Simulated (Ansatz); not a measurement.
Consider LaGaO3 (R-3c).

```
La Ga O
1.0
     2.77145    1.60010    4.47760
    -2.77145    1.60010    4.47760
     0.00000   -3.20019    4.47760
La Ga O
2 2 6
Direct
  0.25000 0.25000 0.25000
  0.75000 0.75000 0.75000
  0.00000 0.00000 0.00000
  0.50000 0.50000 0.50000
  0.80480 0.69520 0.25000
  0.25000 0.80480 0.69520
  0.69520 0.25000 0.80480
  0.19520 0.30480 0.75000
  0.75000 0.19520 0.30480
  0.30480 0.75000 0.19520
```

The cell and positions come from the Crystallography Open Database and are kept as given unless a step says otherwise.

Gaps computed with Ansatz 0.2.0 without a self-energy: r2SCAN 4.38 eV, r2SCAN+SOC 4.38 eV, HSE06 5.39 eV and HSE06+SOC 5.39 eV.

Question: What gap should G0W0 on r2SCAN give (4×4×4 mesh, 2003 empty bands, screening to 380 eV, hard PAW files)?

About 5.74 eV: on its mesh the run moves the gap from 4.37 eV by +1.37 eV. Among the scalar-relativistic levels given, HSE06 is nearest (−0.35 eV). Bands and cutoff are finite, so the gap stands short of the basis limit, usually by up to a few tenths of an eV; the mesh is an error of its own. Empty 4f levels lie near the conduction edge, and their corrections are unsure with these files. The many-body steps are scalar-relativistic: spin-orbit coupling is not in them.

[Long decimals in the printed logs are rounded to 6 places.]

[Logs are printed without paths, hosts, clocks, repeated set-up lines and the standing remarks that a program may print on its own settings, such as how far it seeks lower states.]

[Paths, hosts, dates, memory and timing lines, banners, echoed tables and standing remarks are left out of the program output; an Ansatz launch command may be rebuilt from the run's recorded settings. Measured values are a selection of at most five: reports struck by readers or far from the other reports are left out. None is set beside runs whose start may be inverted or whose files or cutoffs have a known fault.]

[Runs of the session that timed out or met a known fault of the program may be left out.]

[Cells called generated may have been cut or substituted from an entry of the Crystallography Open Database or the Materials Project.]

[Hosts, paths, dates, database ids (printed as entryN), source tags and the programs' standing remarks are cut or masked in the printed files.]

[Where the starting crystal was built by hand or by swapping elements, it need not be the compound's stable phase.]
